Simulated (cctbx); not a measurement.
## Symmetry from intensities

Cell: a = 5.7180 Å, b = 5.9295 Å, c = 7.4060 Å, α = 95.02°, β = 108.42°, γ = 118.67°. Expected content of the cell: S6 C2 Be2 Li2.

Simulated single-crystal data (cctbx): Mo Kα, λ = 0.71073 Å, to d = 0.77 Å, 95 % of the full sphere, strongest reflection 5000 counts, noise from counting, a 1.5 % proportional error and a noise floor of 2 counts (s.d.); no absorption.

Tests on the unmerged data give:

```text
1768 reflections to d = 0.770 A
centring   violations  <I/sigma> of those
    A        680 of   880     11.6
    B        690 of   887     12.0
    C        690 of   889     11.9
    I        682 of   887     11.9
    R        939 of  1182     12.2
    F       1030 of  1328     11.8
Laue class    unique    Rint  (classes that these axes allow; Friedel mates merged)
P -1              922   0.029
space group    extra absences  I>4sigma  <I/sigma>
P 1                     0          0         -  acentric
P -1                    0          0         -  centric
Wilson B = 0.62 A^2   <|E^2-1|> = 0.918 (0.968 centric, 0.736 acentric)   E^2>4: 3.8 %
shell (A)         n   <I/sigma>
 6.73 - 1.53    114     22.6
 1.53 - 1.22    115     19.7
 1.22 - 1.07    119     14.3
 1.07 - 0.97    103     16.2
 0.97 - 0.90    124     13.8
 0.90 - 0.85    111     11.2
 0.85 - 0.81    119     12.3
 0.81 - 0.77    117     11.7
```

Q: Read the symmetry from these tables.

Every centring test has many violations, so the lattice is primitive.

Only P -1 fits these axes (Rint 0.029); a search for a hidden higher lattice was not made.

2 settings pass the absence test. No glide or screw absences show, which leaves P 1 and P -1.

⟨|E²−1|⟩ = 0.918 leans to a centrosymmetric structure. The Wilson B of 0.62 Å² means U ≈ 0.0079 Å².

The true group is P-1 (no. 2), Laue class -1, centrosymmetric. The tables only narrow the choice to the tied entries; cell content, site symmetry and trial solutions must settle it.

The model was made for the exercise: a known structure type with other elements put in, its volume estimated, not relaxed; displacement parameters are assumed.

[Logs are printed without paths, hosts, clocks, repeated set-up lines and the standing remarks that a program may print on its own settings, such as how far it seeks lower states.]
